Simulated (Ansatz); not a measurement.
**CePbSe3 (model cell, started as cubic perovskite with Ce in the octahedra): following an unstable mode**

Which phase does CePbSe3 (model cell, started as cubic perovskite with Ce in the octahedra) fall into along its unstable mode, and how much energy does it gain?

Program: Ansatz 0.2.0. Level of theory: DFT PBE, scalar-relativistic, plane waves, PAW; PAW set soft_1. Results are calculated unless marked as measured.

Report form: the programs' logs are mostly left out.

The structure was built from a prototype and need not be the compound's stable phase.

### 1. Set-up

The structure is cubic, space group Pm-3m (No. 221). Conventional cell: a = 5.512 Å, b = 5.512 Å, c = 5.512 Å, α = 90.00°, β = 90.00°, γ = 90.00°. Pb has 12 Se at 3.90 Å nearest. Nearest to Ce lie 6 Se at 2.76 Å. Nearest to Se lie 2 Ce at 2.76 Å. Farther neighbours and most contacts between anions are not listed.

### 2. The dispersion

The cell comes from relaxations at this level that are not shown. Stability and thermal properties need the whole zone. Linear response on a 2×2×2 q mesh gives force constants as far as a supercell of that size would.

The input, input.yaml:

```yaml
crystal:
  lattice:
    - [5.5117992162, 0.0, 0.0]
    - [0.0, 5.5117992162, 0.0]
    - [0.0, 0.0, 5.5117992162]
  atoms:
    - { symbol: Pb, position: [0.0, 0.0, 0.0] }
    - { symbol: Ce, position: [0.5, 0.5, 0.5] }
    - { symbol: Se, position: [0.5, 0.5, 0.0] }
    - { symbol: Se, position: [0.5, 0.0, 0.5] }
    - { symbol: Se, position: [0.0, 0.5, 0.5] }
kpoints:
  mp_grid: { grid: [6, 6, 6] }
hamiltonian:
  xc: pbe
  pseudopotentials: { kind: paw, azcp: { folder: soft_1 } }
scf:
  occupations: { method: gaussian, width: 0.01 }
output:
  eigenvalues: true
phonons:
  method: dfpt
  qmesh: [2, 2, 2]
  temperatures: { t_max: 1000, t_step: 50 }
  qpath:
    path:
      - [[0.0, 0.0, 0.0], [0.0, 0.5, 0.0], [0.5, 0.5, 0.0], [0.0, 0.0, 0.0], [0.5, 0.5, 0.5], [0.0, 0.5, 0.0]]
      - [[0.5, 0.5, 0.5], [0.5, 0.5, 0.0]]
    npoints: 10
```

Started as:

```
ansatz run input.yaml --threads 4 --pin off --max-ram 16384MiB --backend cpu --events-out ev --progress --plain --runs-dir out
```

Wall time 5.2 min (4 threads of Arm Neoverse V2, shared host); peak memory 1.7 GiB.

This step gave:

* gap on the k-mesh: 0.2067 eV
* volume per atom: 33.49 Å³
* sum-rule residual before enforcement: 9.82e-5 eV/Å²
* lowest frequency on the path: -101.2 cm⁻¹
* point group: m-3m
* highest frequency on the path or at a solved wavevector: 250.6 cm⁻¹
* highest optical mode at the zone centre (no LO-TO term): 216.2 cm⁻¹
* lowest optical zone-centre mode: -82.37 cm⁻¹
* lowest mode on the q mesh (acoustic modes at Γ apart): -101.2 cm⁻¹

Frequencies (cm⁻¹) solved at each irreducible wavevector; negative means imaginary. Frequencies by wavevector, by row:

```
q in reciprocal lattice units  star  mode 1  mode 2  mode 3  mode 4  mode 13  mode 14  mode 15
                        0 0 0     1   -82.4   -82.4   -82.4   -77.2    216.2    216.2    216.2
                     0 0 -0.5     3     -74     -74   -72.3   -64.2    217.3    217.3    228.1
                  0 -0.5 -0.5     3  -101.2   -80.3   -80.3   -47.9    190.7    218.4    237.5
               -0.5 -0.5 -0.5     1   -99.5   -99.5   -99.5   -71.8    187.3    187.3      244
```

Interpolated from a 2×2×2 q mesh, with the LO-TO term (at Γ the limit along the path; where Γ stands inside the path, tables give the limit on arrival). The phonon branches at the labelled points (cm⁻¹):

```
    point  branch 1  branch 2  branch 3  branch 4  branch 12  branch 13  branch 14  branch 15
        Γ       -82       -82       -77       -77         51        216        216        251
  halfway       -79       -79       -75       -70        104        217        217        243
        X       -74       -74       -72       -64        152        217        217        228
  halfway       -91       -76       -73       -66        154        202        218        238
        M      -101       -80       -80       -48        156        191        218        238
  halfway       -86       -78       -73       -69        108        208        217        245
        Γ       -82       -82       -77       -77         51        216        216        251
  halfway       -86       -82       -82       -67        111        208        208        248
        R       -99       -99       -99       -72        159        187        187        244
  halfway       -91       -88       -79       -70        156        199        208        244
        X       -74       -74       -72       -64        152        217        217        228
jump to R       -99       -99       -99       -72        159        187        187        244
  halfway      -100       -88       -88       -68        158        189        204        244
        M      -101       -80       -80       -48        156        191        218        238
```

Symmetry leaves 4 wavevectors to solve. The lowest mode among them, the acoustic zeros apart, lies at q = (0, -0.5, -0.5) and is imaginary, 101.2i cm⁻¹, so the energy falls along it.

### 3. The mode frozen in, largest atomic shift 0 Å

The mode followed lies at q = (-0.5, -0.5, -0.5) with frequency 99.4i cm⁻¹ and is 3-fold degenerate, one of the unstable modes though not the softest. At small amplitude the distorted cell has space group no. 140 by a symmetry search on the positions. The undistorted cell that holds it gives the zero of energy on the same k mesh.

System of this step: CePbSe3 (model cell, started as cubic perovskite with Ce in the octahedra). It takes space group Pm-3m (No. 221, cubic). Conventional cell: a = 5.512 Å, b = 5.512 Å, c = 5.512 Å, α = 90.00°, β = 90.00°, γ = 90.00°. Pb has 12 Se at 3.90 Å nearest. Ce has 6 Se at 2.76 Å nearest. Nearest to Se lie 2 Ce at 2.76 Å. Farther neighbours and most contacts between anions are not listed.

input.yaml, the sections that differ from step 2:

```yaml
crystal:
  lattice:
    - [5.5117992162, 5.5117992162, 0.0]
    - [5.5117992162, 0.0, 5.5117992162]
    - [5.5117992162, 0.0, -5.5117992162]
  atoms:
    - { symbol: Pb, position: [0.0, 0.0, 0.0] }
    - { symbol: Pb, position: [0.0, 0.5, 0.5] }
    - { symbol: Ce, position: [0.5, 0.25, 0.75] }
    - { symbol: Ce, position: [0.5, 0.75, 0.25] }
    - { symbol: Se, position: [0.5, 0.0, 0.0] }
    - { symbol: Se, position: [0.5, 0.5, 0.5] }
    - { symbol: Se, position: [0.0, 0.5, 0.0] }
    - { symbol: Se, position: [0.0, 0.0, 0.5] }
    - { symbol: Se, position: [0.5, 0.0, 0.5] }
    - { symbol: Se, position: [0.5, 0.5, 0.0] }
output:
  forces: true
  stress: true
  eigenvalues: true
# kpoints, hamiltonian, scf: as in step 2
# phonons: removed
```

Run time: 12 s. Hardware: 4 threads; peak memory 1.2 GiB.

Numbers from this step:

```yaml
pressure: -0.006612 GPa
energy_from_the_undistorted_cell: 0 meV/atom
```

The run ends at a pressure of -0.01 GPa.

### 4. The mode frozen in, largest atomic shift 0.6 Å

The atoms are moved along the unstable eigenvector, the largest shift by 0.6 Å, with the cell fixed.

input.yaml, the sections that differ from step 3:

```yaml
crystal:
  lattice:
    - [5.5117992162, 5.5117992162, 0.0]
    - [5.5117992162, 0.0, 5.5117992162]
    - [5.5117992162, 0.0, -5.5117992162]
  atoms:
    - { symbol: Pb, position: [0.0, 0.0, 0.0] }
    - { symbol: Pb, position: [0.0, 0.5, 0.5] }
    - { symbol: Ce, position: [0.5, 0.25, 0.75] }
    - { symbol: Ce, position: [0.5, 0.75, 0.25] }
    - { symbol: Se, position: [0.5, 0.054428688, 0.054428688] }
    - { symbol: Se, position: [0.5, 0.445571312, 0.445571312] }
    - { symbol: Se, position: [0.0, 0.5, 0.0] }
    - { symbol: Se, position: [0.0, 0.0, 0.5] }
    - { symbol: Se, position: [0.5, -0.054428688, 0.554428688] }
    - { symbol: Se, position: [0.5, 0.554428688, -0.054428688] }
# kpoints, hamiltonian, scf, output: as in step 3
```

It took 24 s on 4 threads; peak memory 1.4 GiB; 96 s of CPU time.

Numbers from this step:

```
pressure                         : -1.319 GPa
gap on the k-mesh                : 0.5489 eV
energy from the undistorted cell : -122.5 meV/atom
```

The energy, extrapolated to zero smearing, is -122.52 meV/atom against the undistorted cell.

The run ends at a pressure of -1.32 GPa, with forces up to 0.66 eV/Å.

### 5. Energy along the mode, all amplitudes (two of the runs are shown above)

An imaginary frequency means negative curvature, so the energy should fall and then rise again as anharmonic terms take over.

This step gave:

```yaml
depth_at_the_lowest_point_sampled: 122.5 meV/atom
largest_atomic_shift_at_that_point: 0.6 Å
```

Table of energy from the parent by largest atomic shift:

```
largest atomic shift (Å)  energy from the parent (meV/atom)
                   0.000                                  0
                   0.040                              -0.89
                   0.080                              -3.48
                   0.140                              -10.3
                   0.220                              -23.9
                   0.320                              -46.4
                   0.450                              -81.2
                   0.600                               -123
```

Displacement at unit largest shift by atom:

```
atom  x (Å)  y (Å)  z (Å)  size
 Pb1   0.00   0.00   0.00  0.00
 Pb2   0.00   0.00   0.00  0.00
 Ce3   0.00   0.00   0.00  0.00
 Ce4   0.00   0.00   0.00  0.00
 Se5   1.00   0.00   0.00  1.00
 Se6  -1.00   0.00   0.00  1.00
 Se7   0.00   0.00   0.00  0.00
 Se8   0.00   0.00   0.00  0.00
 Se9   0.00   0.00  -1.00  1.00
Se10   0.00   0.00   1.00  1.00
```

The lowest of the steps tried is the last one, at 0.6 Å, 123 meV/atom below the parent; the bottom of the well need not coincide with a step.

### 6. Relaxing from the distorted cell

Starting from the lowest point found, all atoms and the cell are let go, so that strain and other modes of the same symmetry can join in.

Edit input.yaml of step 4 so:

```diff
@@ -27 +27,10 @@
   eigenvalues: true
+  write_density: true
+  write_potential: true
+  elf: true
+  volumetric_format: npy
+relax:
+  adjacent_minimum: "off"
+  f_tol: 0.002
+  max_steps: 120
+  cell: { stress_tol: 0.03 }
```

The job ended after 2.2 min (4 threads; peak memory 1.4 GiB; 8.6 min of CPU time).

Relaxation path:

```
step  energy less that of the first step (eV)  largest force component (eV/Å)  pressure (GPa)  volume (Å³)
   1                                   0.0000                          0.6558           -1.32       334.90
   2                                  -0.5213                          0.4735           -0.69       324.53
   3                                  -0.7631                          0.0177           -0.27       316.94
   4                                  -0.7789                          0.0182            0.15       312.63
   5                                  -0.7794                          0.0030           -0.11       314.07
   6                                  -0.7798                          0.0013            0.00       313.48
  7*                                  -0.7783                          0.0014            0.00       313.48
```

Relaxation steps marked * repeat the geometry before them on a plane-wave basis chosen anew for their cell, so energy and pressure can jump there.

Forces are held to the 16 operations that the run works with; a distortion that breaks them can't arise in this run.

```
conventional cell, symmetrised  before   after  change
                         a (Å)   7.795   7.516  -3.6 %
                         b (Å)   7.795   7.516  -3.6 %
                         c (Å)  11.024  11.097  +0.7 %
              volume (Å³/atom)   33.49   31.35  -6.4 %
```

The atoms that moved most (Å, as changes of fractional coordinates times the final cell):

```
atom      dx     dy      dz  length
 Se9   0.000  0.000  -0.398   0.398
Se10   0.000  0.000   0.398   0.398
 Se5   0.398  0.000   0.000   0.398
 Se6  -0.398  0.000   0.000   0.398
```

This step gave:

```yaml
pressure: -6.33e-4 GPa
gap_on_the_k_mesh: 0.7211 eV
volume_per_atom: 31.35 Å³
```

Electrostatic potential energy in the ac plane of the conventional cell at fractional y = 0.000, with atoms of Pb and Ce and Se within 0.2 Å of it. With pseudopotentials it is smooth inside the atoms' cores, unlike the true potential.

Values in eV, 13 rows by 16 columns, each cell a mean:
```
-30 -21  -2   8   9   9  10  11  11  10   9   9   9   3 -15 -28
 -1   4   8  11  11  10   8   6   5   7  10  11  11   9   6   1
 -1  -5   7  11  10   5 -14 -29 -30 -21   1   9  11   9  -1  -3
  4  -7   5  11   9   3 -22 -32 -31 -29  -3   8  11   8  -5   1
  0   5   9  11  11   9   5  -3  -5   2   8  10  11  10   7   1
-22 -13   2   9  10  10  10  11  11  10  10  10   9   5  -8 -20
-34 -28  -7   7   9   8   9  11  11  10   8   8   8   0 -22 -33
-15  -7   4   9  11  10  10  10  10  10  10  11  10   7  -3 -13
 -3   3   9  11  11   8   1 -11 -13  -4   6  10  11  10   5  -2
  8  -7   4  10   9   2 -24 -32 -31 -32  -4   8  11   8  -7   4
 -3  -2   8  11  10   6  -8 -23 -25 -15   3   9  11  10   1  -4
 -5   1   7  10  11  10   9   8   8   9  10  11  11   8   3  -4
-33 -25  -5   7   9   9   9  11  11  10   9   9   8   1 -19 -32
```
Columns run along a (7.5 Å; values clipped at the 3rd and 97th percentile), rows up along c (11.1 Å), edges of the conventional cell, whose origin can differ from the input's. Atoms in or near the plane, at fractional coordinates: Pb at (0.50, 0.75), Pb at (0.50, 0.25), Ce at (0.00, 0.00), Ce at (0.00, 0.50), Se at (0.00, 0.75), Se at (0.00, 0.25).

ELF in the ac plane of the conventional cell at fractional y = 0.000, with atoms of Pb and Ce and Se within 0.2 Å of it. It is the smooth field of the valence electrons, not physical close to the nuclei.

Values, 13 rows by 16 columns, each cell a mean:
```
0.63 0.72 0.35 0.22 0.57 0.67 0.53 0.23 0.16 0.43 0.64 0.64 0.34 0.21 0.64 0.70
0.50 0.37 0.19 0.10 0.18 0.23 0.22 0.22 0.22 0.21 0.23 0.21 0.12 0.14 0.30 0.47
0.59 0.75 0.70 0.35 0.11 0.25 0.40 0.30 0.26 0.40 0.32 0.13 0.22 0.61 0.76 0.64
0.40 0.70 0.74 0.41 0.12 0.29 0.42 0.19 0.13 0.37 0.36 0.15 0.25 0.67 0.76 0.50
0.58 0.51 0.35 0.15 0.11 0.17 0.25 0.31 0.32 0.27 0.20 0.13 0.11 0.27 0.47 0.57
0.67 0.58 0.22 0.17 0.47 0.56 0.43 0.19 0.15 0.35 0.54 0.54 0.26 0.14 0.47 0.66
0.42 0.77 0.47 0.26 0.63 0.72 0.60 0.27 0.19 0.50 0.70 0.70 0.38 0.30 0.75 0.57
0.60 0.46 0.16 0.13 0.39 0.47 0.35 0.18 0.14 0.28 0.44 0.45 0.21 0.10 0.36 0.58
0.66 0.63 0.48 0.20 0.10 0.18 0.30 0.35 0.35 0.33 0.22 0.11 0.13 0.38 0.59 0.66
0.31 0.68 0.75 0.43 0.13 0.30 0.42 0.14 0.07 0.35 0.38 0.16 0.27 0.69 0.75 0.43
0.68 0.74 0.64 0.30 0.10 0.21 0.37 0.35 0.32 0.39 0.28 0.12 0.18 0.54 0.74 0.71
0.50 0.35 0.13 0.11 0.26 0.32 0.25 0.18 0.17 0.22 0.30 0.29 0.14 0.10 0.27 0.47
0.54 0.76 0.41 0.25 0.60 0.70 0.58 0.25 0.17 0.47 0.68 0.67 0.36 0.26 0.71 0.64
```
Columns run along a (7.5 Å), rows up along c (11.1 Å), edges of the conventional cell, whose origin can differ from the input's. Atoms in or near the plane, at fractional coordinates: Pb at (0.50, 0.75), Pb at (0.50, 0.25), Ce at (0.00, 0.00), Ce at (0.00, 0.50), Se at (0.00, 0.75), Se at (0.00, 0.25).

Valence density in the ac plane of the conventional cell at fractional y = 0.000, with atoms of Pb and Ce and Se within 0.2 Å of it. It is the smooth field of the valence electrons, not physical close to the nuclei.

Ten steps, logarithmic in the rise over the least value, from '_' (0 e/Å³) to '@' (36 e/Å³), each cell a mean:
```
====--..____________________________::--==
--::..______________________________..::--
....__________________________________....
....______________........____________....
++--..__________::======--..________..::==
@@**::..______..--++****==::________..==%%
%%++::..______..--++**++==::________..--##
--::..__________..------::..________..::::
....________________....______________....
::..__________________________________..::
----::______________________________..----
====--..____....__________....____..::--==
====--..____________________________::--==
--::..______________________________..::--
....__________________________________....
....______________........____________....
++--..__________::======--..________..::==
@@**::..______..--++****==::________..==%%
%%++::..______..--++**++==::________..--##
--::..__________..------::..________..::::
....________________..________________....
::..__________________________________..::
----::______________________________..----
====--..____....__________....____..::--==
```
Columns run along a (7.5 Å), rows up along c (11.1 Å), edges of the conventional cell, whose origin can differ from the input's. Atoms in or near the plane, at fractional coordinates: Pb at (0.50, 0.75), Pb at (0.50, 0.25), Ce at (0.00, 0.00), Ce at (0.00, 0.50), Se at (0.00, 0.75), Se at (0.00, 0.25).

The distorted start has space group I4/mcm; the relaxation ends in I4/mcm.

### 7. The new phase in its own primitive cell

The relaxed structure is symmetrised, reduced to its primitive cell and relaxed tightly, as its phonons need.

The input, input.yaml:

```yaml
crystal:
  lattice:
    - [-3.7582033951, 3.7582033951, 5.5485891712]
    - [3.7582033951, -3.7582033951, 5.5485891712]
    - [3.7582033951, 3.7582033951, -5.5485891712]
  atoms:
    - { symbol: Pb, position: [0.75, 0.25, 0.5] }
    - { symbol: Pb, position: [0.25, 0.75, 0.5] }
    - { symbol: Ce, position: [0.0, 0.0, 0.0] }
    - { symbol: Ce, position: [0.5, 0.5, 0.0] }
    - { symbol: Se, position: [0.6581297085, 0.1581297085, 0.8162594171] }
    - { symbol: Se, position: [0.3418702915, 0.8418702915, 0.1837405829] }
    - { symbol: Se, position: [0.75, 0.75, 0.0] }
    - { symbol: Se, position: [0.25, 0.25, 0.0] }
    - { symbol: Se, position: [0.1581297085, 0.3418702915, 0.5] }
    - { symbol: Se, position: [0.8418702915, 0.6581297085, 0.5] }
kpoints:
  mp_grid: { grid: [4, 4, 4] }
hamiltonian:
  xc: pbe
  pseudopotentials: { kind: paw, azcp: { folder: soft_1 } }
scf:
  occupations: { method: fixed }
output:
  forces: true
  stress: true
  eigenvalues: true
relax:
  adjacent_minimum: "off"
  f_tol: 0.001
  max_steps: 60
  cell: { stress_tol: 0.01 }
```

Wall time 27 s (4 threads); peak memory 1.1 GiB.

Little changed from the start: no atom moved by 0.005 Å and no cell edge by 0.1 %.

This step gave:

```
pressure           : -0.001827 GPa
gap on the k-mesh  : 0.7257 eV
direct gap on mesh : 0.8030 eV
```

The largest force component left is 0.23 meV/Å and the pressure is -0.002 GPa, within the tolerances set. The cell now holds 31.35 Å³/atom.

[end of part 1 of 2]

[Logs are printed without paths, hosts, clocks, repeated set-up lines and the standing remarks that a program may print on its own settings, such as how far it seeks lower states.]

[Hosts, paths, dates, database ids (printed as entryN), source tags and the programs' standing remarks are cut or masked in the printed files.]
